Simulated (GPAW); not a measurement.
# SnO (Romarchite): a GW run with a negative gap

Aim: the G0W0 gap of SnO (Romarchite).

Main program and level: GPAW 26.7.0; LDA and many-body steps on it, plane waves.

**1. Starting point**

It takes space group P4/nmm (No. 129, tetragonal). Conventional cell: a = 3.799 Å, b = 3.799 Å, c = 4.841 Å, α = 90.00°, β = 90.00°, γ = 90.00°. Nearest to Sn lie 4 O at 2.22 Å. Nearest to O lie 4 Sn at 2.22 Å. Farther neighbours and most contacts between anions are not listed.

Structure file:

```
Sn O
1.0
     3.79860    0.00000    0.00000
     0.00000    3.79860    0.00000
     0.00000    0.00000    4.84080
Sn O
2 2
Direct
  0.50000 0.00000 0.23690
  0.00000 0.50000 0.76310
  0.00000 0.00000 0.00000
  0.50000 0.50000 0.00000
```

The cell and positions come from the Crystallography Open Database and are kept as given unless a step says otherwise.

**2. Ground state**

This step: GPAW 26.7.0; DFT, LDA, plane waves, PAW.

The ground-state density comes first.

Contents of run.py:

```python
import json
import numpy as np
from gpaw.mpi import world
from ase import Atoms
from gpaw import GPAW, PW, FermiDirac

atoms = Atoms(['Sn', 'Sn', 'O', 'O'],
    cell=[[3.7986000000, 0.0000000000, 0.0000000000],
      [0.0000000000, 3.7986000000, 0.0000000000],
      [0.0000000000, 0.0000000000, 4.8408000000]],
    scaled_positions=[[0.5000000000, 0.0000000000, 0.2369000000],
      [0.0000000000, 0.5000000000, 0.7631000000],
      [0.0000000000, 0.0000000000, 0.0000000000],
      [0.5000000000, 0.5000000000, 0.0000000000]],
    pbc=(True, True, True))
calc = GPAW(mode=PW(600),
    xc='LDA',
    kpts={'size': (6, 6, 6), 'gamma': True},
    occupations=FermiDirac(0.001),
    nbands=-8,
    convergence={'density': 1e-6, 'bands': -3},
    maxiter=100,
    txt='gs.txt')
atoms.calc = calc
res = {'energy': atoms.get_potential_energy()}
kpts = calc.get_ibz_k_points()
res['kpts'] = kpts
res['eigenvalues'] = [calc.get_eigenvalues(kpt=k) for k in range(len(kpts))]
res['n_electrons'] = calc.get_number_of_electrons()
calc.write('gs.gpw')

if world.rank == 0:
    with open('result.json', 'w') as f:
        json.dump(res, f, default=lambda x: x.tolist())
```

Run with:

```bash
$ mpirun -n 4 gpaw python run.py
```

Numbers of over 12 decimals in the logs are rounded to 6 here.

Log:

```text
__  _  _
 | _ |_)|_||  |
 |__||  | ||/\| - 26.7.0

Input parameters:
  mode=PW(ecut=600.0),
  convergence={'density': 1e-06, 'bands': -3},
  kpts=MonkhorstPack(size=(6, 6, 6), gamma=True),
  maxiter=100,
  nbands=-8,
  occupations=Occupations(name='fermi-dirac', width=0.001, fixmagmom=False),
  xc=XC(name='LDA')
  [... matrices ...]
Diagonalizing LCAO Hamiltonian
Converting LCAO to pw mode
   .--------.
  /|        |
[...]
|         12 |        -1.325 |     2.000 |
|         13 |        -0.187 |     2.000 |
[...]
|         26 |        13.253 |     0.000 |
|         27 |        13.679 |     0.000 |

Gap: 0.147 eV
Transition (v -> c):
  (s=0, k=0, n=19, [0.00, 0.00, 0.00]) -> (s=0, k=36, n=20, [0.50, 0.50, 0.00])
Direct/indirect transitions are different
Direct gap: 1.965 eV
Transition at: (s=0, k=1, n=19, [0.00, 0.00, 0.17])
# Writing to gs.gpw (mode='')
  [... matrices ...]
[key lines of the parts left out:]
Converged in 12 steps
Free energy:     -26.544312
dipole moment: (-23.520299, -23.520299, -27.155199)  # |e|*Ang
Fermi level: 6.445
```

It took 18 s on 4 MPI ranks of Arm Neoverse V1, shared host; peak memory 0.74 GiB.

Numbers from this step:

```
total energy               : -26.54 eV
gap                        : 0.1472 eV
k of the valence top       : 0, 0, 0
k of the conduction bottom : 0.5, 0.5, 0
least direct gap           : 1.965 eV
```

The gap is indirect, with the least direct gap 1.82 eV higher.

**3. Bands along the symmetry lines**

The cheap functional maps the bands first; the places of the edges decide which points the dearer methods must see.

Contents of run.py:

```python
import json
import numpy as np
from gpaw.mpi import world
from gpaw import GPAW
from gpaw.spinorbit import soc_eigenstates

path = [[0.000000, 0.000000, 0.000000],
    [0.000000, 0.062500, 0.000000],
    [0.000000, 0.125000, 0.000000],
    [0.000000, 0.187500, 0.000000],
    [0.000000, 0.250000, 0.000000],
    [0.000000, 0.312500, 0.000000],
    [0.000000, 0.375000, 0.000000],
    [0.000000, 0.437500, 0.000000],
    [0.000000, 0.500000, 0.000000],
    [0.062500, 0.500000, 0.000000],
    [0.125000, 0.500000, 0.000000],
    [0.187500, 0.500000, 0.000000],
    [0.250000, 0.500000, 0.000000],
    [0.312500, 0.500000, 0.000000],
    [0.375000, 0.500000, 0.000000],
    [0.437500, 0.500000, 0.000000],
    [0.500000, 0.500000, 0.000000],
    [0.437500, 0.437500, 0.000000],
    [0.375000, 0.375000, 0.000000],
    [0.312500, 0.312500, 0.000000],
    [0.250000, 0.250000, 0.000000],
    [0.187500, 0.187500, 0.000000],
    [0.125000, 0.125000, 0.000000],
    [0.062500, 0.062500, 0.000000],
    [0.000000, 0.000000, 0.000000],
    [0.000000, 0.000000, 0.062500],
    [0.000000, 0.000000, 0.125000],
    [0.000000, 0.000000, 0.187500],
    [0.000000, 0.000000, 0.250000],
    [0.000000, 0.000000, 0.312500],
    [0.000000, 0.000000, 0.375000],
    [0.000000, 0.000000, 0.437500],
    [0.000000, 0.000000, 0.500000],
    [0.000000, 0.062500, 0.500000],
    [0.000000, 0.125000, 0.500000],
    [0.000000, 0.187500, 0.500000],
    [0.000000, 0.250000, 0.500000],
    [0.000000, 0.312500, 0.500000],
    [0.000000, 0.375000, 0.500000],
    [0.000000, 0.437500, 0.500000],
    [0.000000, 0.500000, 0.500000],
    [0.062500, 0.500000, 0.500000],
    [0.125000, 0.500000, 0.500000],
    [0.187500, 0.500000, 0.500000],
    [0.250000, 0.500000, 0.500000],
    [0.312500, 0.500000, 0.500000],
    [0.375000, 0.500000, 0.500000],
    [0.437500, 0.500000, 0.500000],
    [0.500000, 0.500000, 0.500000],
    [0.437500, 0.437500, 0.500000],
    [0.375000, 0.375000, 0.500000],
    [0.312500, 0.312500, 0.500000],
    [0.250000, 0.250000, 0.500000],
    [0.187500, 0.187500, 0.500000],
    [0.125000, 0.125000, 0.500000],
    [0.062500, 0.062500, 0.500000],
    [0.000000, 0.000000, 0.500000],
    [0.000000, 0.500000, 0.000000],
    [0.000000, 0.500000, 0.062500],
    [0.000000, 0.500000, 0.125000],
    [0.000000, 0.500000, 0.187500],
    [0.000000, 0.500000, 0.250000],
    [0.000000, 0.500000, 0.312500],
    [0.000000, 0.500000, 0.375000],
    [0.000000, 0.500000, 0.437500],
    [0.000000, 0.500000, 0.500000],
    [0.500000, 0.500000, 0.000000],
    [0.500000, 0.500000, 0.062500],
    [0.500000, 0.500000, 0.125000],
    [0.500000, 0.500000, 0.187500],
    [0.500000, 0.500000, 0.250000],
    [0.500000, 0.500000, 0.312500],
    [0.500000, 0.500000, 0.375000],
    [0.500000, 0.500000, 0.437500],
    [0.500000, 0.500000, 0.500000]]
calc = GPAW('gs.gpw').fixed_density(kpts=path,
    symmetry='off',
    nbands=30,
    convergence={'bands': 26},
    txt='bands.txt')
res = {}
kpts = calc.get_ibz_k_points()
res['kpts'] = kpts
res['eigenvalues'] = [calc.get_eigenvalues(kpt=k) for k in range(len(kpts))]
res['n_electrons'] = calc.get_number_of_electrons()
res['soc'] = soc_eigenstates(calc).eigenvalues()

if world.rank == 0:
    with open('result.json', 'w') as f:
        json.dump(res, f, default=lambda x: x.tolist())
```

Run with:

```bash
$ mpirun -n 4 gpaw python run.py
```

Log:

```text
Diagonalizing LCAO Hamiltonian
Converting LCAO to pw mode
convergence criteria:
- Maximum integral of absolute [eigenst]ate change: 4e-08 eV^2 / valence electron
maximum number of iterations: 100

SCF iterations
|iter     |     time |      energy | eigst |  dens |
|iter:   1|  |             | +0.90 |       |
|iter:   2|  |             | -0.69 |       |
|iter:   3|  |             | -2.16 |       |
|iter:   4|  |             | -3.51 |       |
|iter:   5|  |             | -4.66 |       |
|iter:   6|  |             | -5.86 |       |
|iter:   7|  |             | -7.02 |       |
[...]
[0.4375, 0.5   , 0.5   ],
[...]
[0.1875, 0.1875, 0.5   ],
[...]
[0.0625, 0.0625, 0.5   ],
[...]
[0.5   , 0.5   , 0.25  ],
         [0.5   , 0.5   , 0.3125],
         [0.5   , 0.5   , 0.375 ],
         [0.5   , 0.5   , 0.4375],
         [0.5   , 0.5   , 0.5   ]])),
  maxiter=100,
  nbands=30,
  occupations=Occupations(name='fermi-dirac', width=0.001, fixmagmom=False),
  parallel={},
  symmetry=Symmetry(point_group=False, time_reversal=False),
  xc=XC(name='LDA')
  [... matrices ...]
timing:  # [seconds]
  Total: 0.132  # ━━━━━━━━━━━━━━━━━━━━━━━━━━━━━━━━━━━━━━━━━━━━━━━━━━━━━━━━━━━
```

The job ended after 21 s (4 MPI ranks; peak memory 0.86 GiB; 83 s of CPU time).

This step gave:

```
gap                        : 0.1283 eV
k of the valence top       : 0.0625, 0.0625, 0
k of the conduction bottom : 0.5, 0.5, 0
least direct gap           : 1.973 eV
```

The gap is 0.128 eV, −0.019 eV from the run before at this level.

**4. G0W0**

Now the one-shot GW correction: screening in the RPA, then the self-energy of the levels asked for.

This step: G0W0 on LDA, plane waves, PAW.

Contents of run.py:

```python
import json
import numpy as np
from gpaw.mpi import world
from gpaw.response.g0w0 import G0W0

gw = G0W0('full.gpw',
    filename='gw',
    kpts=[0, 4],
    bands=(18, 22),
    ecut=78,
    nbands=109,
    integrate_gamma='WS',
    ppa=True)
gw.calculate()
res = {mode: {k: v for k, v in r.items() if k != 'sigma_eskwn'}
       for mode, r in gw.all_results.items()}

if world.rank == 0:
    with open('result.json', 'w') as f:
        json.dump(res, f, default=lambda x: x.tolist())
```

Run with:

```bash
$ mpirun -n 4 gpaw python run.py
```

Log:

```text
Using integrator: PointIntegrator
FrequencyGridDescriptor(from 0.000+0.000j to 0.000+27.211j eV, 2 points)
Nonperiodic BCs:  [False False False]
Using integrator: PointIntegrator
FrequencyGridDescriptor(from 0.000+0.000j to 0.000+27.211j eV, 2 points)
Nonperiodic BCs:  [False False False]
  ___  _ _ _
 |   || | | |
 | | || | | |
 |__ ||_____|
 |___|

BZ k-points: Symmetries present (total): 8

  [... matrices ...]
8 k-points: 2 x 2 x 2 Monkhorst-Pack grid + [1/4,1/4,1/4]
6 k-points in the irreducible part of the Brillouin zone
       k-points in crystal coordinates                weights
   0:     0.00000000    0.00000000    0.00000000          1/8
   1:     0.00000000    0.00000000    0.50000000          1/8
   2:     0.50000000    0.00000000    0.00000000          2/8
   3:     0.50000000    0.00000000    0.50000000          2/8
   4:     0.50000000    0.50000000    0.00000000          1/8
   5:     0.50000000    0.50000000    0.50000000          1/8

Distributing spins, k-points and bands (1 x 2 x 4) over 4 processes
Number of blocks: 1

Quasi particle states:
k-points (IBZ indices): [0, 4]
Band range: (18, 22)
  [... matrices ...]
Computational parameters:
Plane wave cut-off: 78 eV
Number of bands: 109
Coulomb cutoff: None
Broadening: 0.1 eV

fxc modes: GW
Kernel: RPA
Using Godby-Needs plasmon-pole approximation:
  Fitting energy: i*E0, E0 = 1.000 Hartree
Summing all q:

Calculating screened Coulomb potential
No Coulomb truncation
FrequencyGridDescriptor(from 0.000+0.000j to 0.000+27.211j eV, 2 points)
Removing empty qpoint cache files...

Calculating chi0 body with:
    Ground state adapter containing:
    Number of spins: 1
    Number of kpoints: 8
    Number of irreducible kpoints: 6
    Number of completely occupied states: 20
    Number of partially occupied states: 20
    Occupied states memory: 4.921875 M / cpu

    Linear response parametrization:
    q_c: [0.0, 0.0, 0.0]
    Number of frequency points: 2
    Planewave cutoff: 78.0
    Number of bands: 109
    Number of planewaves: 115
    Broadening (eta): 1e-06
    comm.size: 4
    kncomm.size: 4
    blockcomm.size: 1

    Memory estimate of potentially large arrays:
        chi0_wGG: 0.403595 M / cpu
Integrating chi0 body.

Symmetries of q_c:
    Direct symmetries (Uq -> q): 8
    Indirect symmetries (TUq -> q): 8
In total 16 allowed symmetries.

  [... matrices ...]
6 groups of equivalent kpoints. 25.0% reduction.

Integral kind: response function
Integrating chi0 head and wings.

Symmetries of q_c:
    Direct symmetries (Uq -> q): 8
    Indirect symmetries (TUq -> q): 8
In total 16 allowed symmetries.

  [... matrices ...]
6 groups of equivalent kpoints. 25.0% reduction.

Integral kind: response function wings

Calculating chi0 body with:
    Ground state adapter containing:
    Number of spins: 1
    Number of kpoints: 8
    Number of irreducible kpoints: 6
    Number of completely occupied states: 20
    Number of partially occupied states: 20
    Occupied states memory: 4.921875 M / cpu

    Linear response parametrization:
[... the further q-points ...]

Results:
f:      Occupation numbers
eps:     KS-eigenvalues [eV]
vxc:     KS vxc [eV]
exx:     Exact exchange [eV]
sigma:   Self-energies [eV]
dsigma:  Self-energy derivatives
Z:       Renormalization factors
qp:      QP-energies [eV]

k-point 0 (0): (0.000, 0.000, 0.000)                GW
band       f     eps     vxc     exx   sigma  dsigma       Z      qp
                                                                   GW
  18   1.000   3.244 -20.965 -25.971   5.306  -0.367   0.732   3.463
  19   1.000   6.426 -18.344 -19.038   1.464  -0.280   0.781   7.027
  20   0.000   8.505 -15.388 -10.407  -3.885  -0.246   0.803   9.385
[...]
k-point 1 (4): (0.500, 0.500, 0.000)                GW
band       f     eps     vxc     exx   sigma  dsigma       Z      qp
                                                                   GW
[...]
20   0.000   6.573 -11.698  -7.693  -3.480  -0.240   0.806   6.996
  21   0.000   6.573 -11.698  -7.693  -3.480  -0.240   0.806   6.997
```

The job ended after 13 s (4 MPI ranks; peak memory 1.1 GiB).

The G0W0 gap on the mesh is -0.031 eV.

**5. The gaps**

```tsv
run	starting gap (eV)	gap (eV)
G0W0	0.147	-0.031
```

**6. What came out**

```yaml
outcome: negative gap, no value to quote
settings: 2×2×2 mesh, 109 bands, screening to 78 eV
```

The lowest empty level came out 0.03 eV under the highest filled one. A one-shot correction keeps the start's filling, so a negative gap says that the order of the edge states has changed or that the run is at fault; it is no gap of the crystal. No run here shows the cause. These stock PAW sets were not made for GW. In the G0W0 run levels were corrected at 2 k points alone, so a gap called «on the mesh» is the least over those, and an edge elsewhere would be missed. The 2×2×2 mesh is coarse for this cell, which bears on the long-range parts of exchange and screening. Mesh or cutoff lie under what a gap needs, so these runs test behaviour and cost; their gaps are not to be quoted. The many-body steps are scalar-relativistic: spin-orbit coupling is not in them.

[Paths, hosts, dates, memory and timing lines, banners, echoed tables and standing remarks are left out of the program output.]

[Logs are printed without paths, hosts, clocks, repeated set-up lines and the standing remarks that a program may print on its own settings, such as how far it seeks lower states.]

[Runs of the session that timed out or met a known fault of the program may be left out.]

[Hosts, paths, dates, database ids (printed as entryN), source tags and the programs' standing remarks are cut or masked in the printed files.]
